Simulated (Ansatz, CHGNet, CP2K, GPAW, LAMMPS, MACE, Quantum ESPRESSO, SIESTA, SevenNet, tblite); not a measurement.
# From one method to another: forces in glassy 69SiO2-19Al2O3-6SrO-6Li2O (mol %) (106 atoms)

106 atoms (22 Si, 12 Al, 2 Sr, 4 Li, 66 O) placed at random at 3.07 g/cm³, melted at 4000 K for 10 ps at fixed volume with the Morse and Coulomb pair potential with partial charges (Pedone, Malavasi, Menziani, Cormack and Segre, J. Phys. Chem. B 110, 11780 (2006)). Quenched from 4000 K to 300 K at 50 K/ps and fixed volume, held 5 ps.

Two calculations on one geometry. First: Kohn-Sham DFT, PBE, PseudoDojo 0.4.1 norm-conserving pseudopotentials (converted to PSML), numerical atomic orbitals (DZP), diagonalisation; shift 0.01 Ry; mesh 500 Ry; levels smeared at 580 K; far from plane-wave PBE on this cell, through basis, grid or potentials (SIESTA 5.4.2; Γ point). Second: Kohn-Sham DFT, PBE, SSSP efficiency 1.3.0 pseudopotentials, plane waves; sssp-1.3.0-efficiency; 60/480 Ry; levels smeared at 580 K (Quantum ESPRESSO 7.5; sssp-pbe-1.3.0-efficiency, cutoffs 60/480 Ry, Γ point).

Cell vectors (Å):

```
10.593 0.000 0.000
0.000 10.593 0.000
0.000 0.000 10.593
```

Atom, position (Å) and force of the first calculation (eV/Å):

```
1 Si 7.916 7.222 1.706 0.027 1.492 -0.655
2 Si 1.411 4.029 4.511 2.631 0.685 0.356
3 Si 3.834 9.720 7.611 0.606 0.608 1.279
4 Si 7.972 10.370 5.600 2.476 0.894 -1.770
5 Si 5.662 6.018 6.555 0.808 0.927 1.185
6 Si 6.573 1.797 2.692 1.207 2.583 0.744
7 Si 2.887 4.864 9.070 -0.294 4.701 4.027
8 Si 8.952 5.038 10.577 -1.363 2.823 3.449
9 Si 4.640 7.535 9.877 1.555 -0.069 -0.629
10 Si 9.233 3.260 2.450 -4.215 1.084 0.661
11 Si 5.000 9.800 4.807 1.000 2.786 -0.024
12 Si 9.476 4.836 5.949 -0.383 0.453 0.456
13 Si 7.134 5.335 3.747 -0.115 -3.753 -3.345
14 Si 1.480 1.020 7.260 1.392 2.451 1.495
15 Si 7.315 8.055 8.220 -3.969 1.236 0.268
16 Si 3.890 2.099 5.276 -5.057 1.577 1.585
17 Si 9.530 0.570 10.214 -1.408 -2.217 -0.751
18 Si 5.144 3.997 1.454 0.234 2.636 0.782
19 Si 7.030 10.110 0.953 0.964 -0.874 0.400
20 Si 3.503 0.890 0.524 -1.357 -1.819 1.888
21 Si 1.137 9.133 2.956 -1.506 1.799 -1.776
22 Si 4.071 9.006 2.155 -0.987 -1.290 -1.895
23 Al 6.830 2.585 5.936 0.764 1.043 -0.851
24 Al 4.464 2.245 8.355 -0.255 -1.164 -0.248
25 Al 2.361 6.454 6.571 -1.793 -0.803 0.824
26 Al 1.945 4.913 1.402 1.140 0.763 0.539
27 Al 0.149 6.598 8.501 -0.867 -0.082 -2.171
28 Al 6.807 0.745 8.629 -0.353 -2.655 1.585
29 Al 6.587 4.052 9.126 -1.707 0.969 -0.802
30 Al 0.371 7.529 0.527 -2.155 1.102 1.707
31 Al 10.253 7.820 5.448 -1.715 0.325 1.074
32 Al 10.346 1.043 4.433 1.580 -0.942 1.228
33 Al 1.353 2.404 10.335 2.455 -0.074 -0.294
34 Al 1.483 9.518 9.462 0.897 1.474 0.114
35 Sr 9.632 2.868 7.884 -0.153 -1.121 0.667
36 Sr 3.793 6.411 3.717 0.126 -1.198 -0.676
37 Li 9.894 9.267 7.772 -0.996 -0.064 0.075
38 Li 10.549 6.215 2.849 0.038 0.371 0.001
39 Li 0.660 1.267 2.018 0.702 -0.640 -0.121
40 Li 7.406 7.749 4.927 0.144 0.293 0.545
41 O 3.945 8.531 8.751 -1.201 1.424 -1.640
42 O 10.229 2.359 3.267 2.290 -0.281 0.374
43 O 3.982 10.487 1.754 0.696 3.511 -0.218
44 O 0.949 0.024 3.616 0.621 1.377 -0.130
45 O 8.444 1.166 9.205 -0.227 1.429 -1.631
46 O 5.083 2.784 6.045 0.183 1.726 2.272
47 O 10.490 10.173 9.293 -0.712 0.542 -0.642
48 O 6.585 9.734 5.161 -1.683 -1.463 -1.072
49 O 4.085 1.784 10.022 1.895 2.575 -2.257
50 O 6.212 7.479 9.372 -0.242 -0.353 1.017
51 O 5.666 4.105 10.568 0.268 0.555 -1.191
52 O 7.781 5.976 0.754 -0.863 -3.124 -2.746
53 O 4.393 0.760 4.674 1.106 -3.684 -2.611
54 O 3.714 4.734 1.690 -1.090 0.476 0.711
55 O 1.056 7.897 9.513 -0.752 -2.248 -1.135
56 O 7.571 1.077 6.463 0.119 1.141 2.724
57 O 0.904 7.544 6.661 0.336 0.468 1.509
58 O 2.174 10.228 7.730 0.290 -3.984 1.019
59 O 7.061 8.514 1.314 -1.202 0.172 0.358
60 O 8.958 9.118 5.936 1.493 -2.404 1.049
61 O 1.884 5.693 8.141 -1.736 0.935 -1.056
62 O 4.940 8.802 3.532 1.212 -1.426 -0.183
63 O 0.715 9.193 1.378 -0.332 -0.114 -1.153
64 O 8.246 4.184 9.501 0.232 -1.699 -2.115
65 O 1.976 4.198 10.349 -1.479 -0.818 -0.420
66 O 4.393 8.031 0.843 -0.225 -0.210 1.253
67 O 6.308 5.549 5.075 -1.776 0.473 1.512
68 O 6.105 4.840 2.559 -1.387 0.047 0.464
69 O 8.584 10.382 0.657 2.092 -0.333 1.078
70 O 7.059 9.669 8.131 0.506 -0.833 -1.337
71 O 1.213 4.498 2.991 -0.991 0.544 -1.682
72 O 3.572 3.720 8.426 2.616 -3.534 -3.370
73 O 0.115 3.782 5.453 -1.124 -1.300 0.156
74 O 6.686 2.276 4.215 -0.154 0.081 0.210
75 O 2.673 8.635 2.945 1.622 -1.400 0.609
76 O 6.069 5.030 7.702 0.244 -1.802 1.530
77 O 10.163 5.943 10.072 1.817 1.043 -0.485
78 O 8.443 4.433 3.443 2.275 -0.378 0.931
79 O 9.630 4.176 1.192 2.151 -0.097 -0.282
80 O 9.321 6.287 5.310 -0.799 1.940 -2.381
81 O 4.194 9.295 6.071 -1.967 -2.222 1.352
82 O 9.476 7.385 1.654 3.306 0.556 0.331
83 O 6.300 2.439 8.432 -0.564 0.477 -1.033
84 O 10.428 1.730 0.217 0.396 1.771 1.861
85 O 2.319 1.870 1.160 -1.189 0.965 1.102
86 O 4.652 0.490 7.853 1.516 0.920 0.120
87 O 2.774 3.063 4.455 0.563 -0.704 -0.162
88 O 0.282 0.946 6.260 -2.909 0.127 -1.737
89 O 8.826 0.361 4.287 -2.313 -0.526 0.517
90 O 8.794 7.692 8.450 4.866 -1.361 0.257
91 O 2.587 10.418 10.308 0.277 -0.553 -0.165
92 O 1.525 6.624 1.365 1.291 -2.368 1.565
93 O 2.726 1.683 6.527 2.916 1.462 -1.520
94 O 6.131 0.008 10.381 -1.639 1.367 -3.100
95 O 7.943 2.391 1.993 0.192 -0.106 -1.256
96 O 0.345 8.195 3.965 -0.198 -2.017 -0.232
97 O 1.990 5.409 5.216 0.371 0.871 -0.389
98 O 6.541 7.384 6.862 0.497 0.610 -1.450
99 O 1.239 1.971 8.619 -0.186 -0.151 -1.064
100 O 10.027 5.265 7.416 0.252 -0.217 1.462
101 O 8.170 3.856 6.154 -0.523 -0.830 0.032
102 O 6.576 0.285 2.303 -0.516 -2.531 1.424
103 O 5.281 2.511 1.974 -1.000 -2.821 0.680
104 O 7.402 6.789 3.189 0.183 3.487 1.531
105 O 4.080 6.407 6.354 0.895 0.256 -0.717
106 O 3.872 6.156 9.558 -0.715 -1.759 0.624
```

**Question.** What forces does the second calculation give?

Atom and force (eV/Å):

```
1 0.454 1.179 -0.786
2 2.705 1.120 0.336
3 0.654 0.908 1.183
4 2.429 1.010 -2.114
5 1.126 0.955 1.329
6 1.357 2.628 0.629
7 -0.397 4.498 3.674
8 -1.268 2.770 3.315
9 1.466 0.017 -1.062
10 -4.483 0.913 0.740
11 1.100 2.668 0.287
12 -0.035 0.551 0.876
13 -0.215 -3.317 -3.744
14 1.620 2.436 1.041
15 -3.889 1.278 0.294
16 -4.719 1.342 1.847
17 -1.523 -2.028 -0.918
18 0.504 2.262 0.816
19 1.047 -0.550 0.129
20 -2.165 -1.659 1.476
21 -1.648 1.897 -1.746
22 -1.240 -0.929 -1.701
23 0.751 0.631 -1.198
24 -0.122 -1.237 0.247
25 -1.863 -1.035 0.763
26 1.307 0.929 0.605
27 -0.718 -0.347 -1.778
28 -0.022 -2.567 1.645
29 -1.673 0.822 -0.657
30 -1.672 0.998 1.842
31 -1.403 0.198 0.918
32 1.257 -1.223 0.808
33 2.236 -0.287 -0.159
34 0.656 1.539 0.235
35 -0.299 -1.014 0.644
36 -0.080 -1.190 -0.643
37 -0.998 -0.103 0.101
38 0.052 0.442 -0.045
39 0.651 -0.562 -0.070
40 0.104 0.285 0.563
41 -0.999 1.498 -1.585
42 1.743 -0.095 0.065
43 0.678 2.883 -0.383
44 0.420 0.919 -0.288
45 0.171 1.313 -1.377
46 -0.194 1.226 1.706
47 -0.811 0.700 -0.199
48 -1.729 -1.215 -0.994
49 1.668 2.087 -1.828
50 -0.512 -0.156 0.892
51 0.172 0.489 -0.740
52 -0.414 -2.632 -2.455
53 0.952 -3.338 -2.266
54 -0.801 0.363 0.712
55 -0.866 -2.009 -0.896
56 0.190 0.774 2.172
57 0.276 0.301 1.070
58 0.312 -3.487 0.777
59 -0.834 0.128 0.307
60 1.188 -1.919 0.911
61 -1.185 0.677 -0.950
62 0.816 -0.932 -0.128
63 -0.129 -0.390 -0.225
64 0.301 -1.335 -1.724
65 -1.262 -0.639 -0.424
66 -0.202 -0.065 1.111
67 -1.608 0.359 1.442
68 -1.367 0.001 0.534
69 1.991 -0.105 0.767
70 0.578 -1.195 -1.135
71 -0.820 0.345 -1.182
72 2.317 -3.044 -2.963
73 -0.831 -0.746 -0.238
74 -0.134 -0.103 -0.133
75 1.430 -1.271 0.389
76 0.042 -1.345 1.072
77 1.259 0.778 -0.521
78 1.901 -0.286 0.891
79 1.786 -0.220 -0.223
80 -0.447 1.349 -1.941
81 -1.676 -1.840 1.335
82 2.439 0.484 0.353
83 -0.767 0.415 -0.791
84 0.308 1.230 1.474
85 -0.920 0.627 0.412
86 1.060 0.319 0.110
87 0.469 -0.713 0.074
88 -2.263 0.166 -1.297
89 -1.944 -0.495 1.142
90 3.657 -0.958 0.053
91 0.334 -0.427 -0.090
92 0.975 -2.512 1.206
93 2.501 1.312 -1.406
94 -0.909 0.975 -2.295
95 0.307 -0.007 -0.890
96 -0.059 -1.663 -0.314
97 0.426 0.717 -0.492
98 0.406 0.253 -1.166
99 -0.252 -0.213 -1.250
100 0.045 -0.459 1.080
101 -0.090 -0.592 0.032
102 -0.349 -1.997 1.092
103 -0.632 -2.150 0.652
104 0.373 3.011 1.267
105 1.046 0.154 -0.675
106 -0.575 -1.528 0.645
```

The two sets differ by 297 meV/Å r.m.s., 22 % of the r.m.s. force of the Quantum ESPRESSO run. The network of bonds at the start is that of the classical potential that made the cell, and needn't be the one that DFT or experiment would give. The electronic-structure runs sample only Γ, in a cell whose shortest periodic width is 11 Å.

[Long decimals in the printed logs are rounded to 6 places.]

[Logs are printed without paths, hosts, clocks, repeated set-up lines and the standing remarks that a program may print on its own settings, such as how far it seeks lower states.]

[Hosts, paths, dates, database ids (printed as entryN), source tags and the programs' standing remarks are cut or masked in the printed files.]
